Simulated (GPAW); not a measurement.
# Foreign atoms in a Ru chain: which ones block the current?

One atom thick, a chain of Ru offers 6 channels a spin at the Fermi level. How much of the current survives when a foreign atom sits in the chain or at its side?

How it was computed: GPAW 26.7.0 in a basis of numerical atomic orbitals with PAW setups; lead and junction are solved self-consistently in repeated cells 9 Å or more across, their Hamiltonian and overlap matrices go into Green's functions with semi-infinite leads (ASE), and T is the Landauer transmission at zero bias, at the junction cell's Fermi level, for one spin or as the mean of both where a run is spin-polarised. Basis dzp and PBE unless a column says otherwise. The structures were built from estimated bond lengths and not relaxed.

What came out:

| atom | place | T, dzp | T, minimal basis |
| --- | --- | --- | --- |
| Na | on top of one chain atom | 5.87 | 5.87 |
| Pd | on top of one chain atom | 5.51 | 5.59 |
| Au | beside one bond | 4.52 | 4.48 |
| Pd | in line, replacing one chain atom | 2.97 | 2.75 |
| Si | two in line | 2.59 | 2.54 |
| Se | two in line | 2.49 | 2.38 |
| Na | two in line | 0.905 | 0.925 |

**Answer.** T at the Fermi level runs from 5.87 (Na on top) down to 0.905 (Na ×2 in line), against 6 open channels a spin in the clean chain. Where one element stands in both places: Pd gives 2.97 in line and 5.51 on top. In these cases the side position blocks less, as one expects where the direct path stays whole; side atoms can still close channels by interference. The minimal basis misses the dzp value by a median factor of 1.02 and by 1.1 at worst, to be set beside the factor of 6.49 between the ends of the table.

What the numbers leave out: An evenly spaced straight chain is an idealisation of an electrode: free chains dimerise or zigzag, and their density of states has sharper edges than a bulk metal's. Once the lead is aligned to the junction's end layer, its own Fermi level lies within 0.03 eV of the zero used here in the dzp runs. No run was spin-polarised, so magnetic states weren't tested. Spin-orbit coupling is left out, which matters for the heavier atoms here. Element, place and number of foreign atoms change together from row to row, so the order can't be credited to the element alone. T at one energy can sit on the flank of a resonance and move with small shifts of the Fermi level. Junctions whose dzp lead is shut at the Fermi level or whose end layer misses the lead by over 0.25 eV were left out, as were H in line (its neighbours overlap directly) and, where atoms were relaxed, moves over 0.6 Å, which change the site.
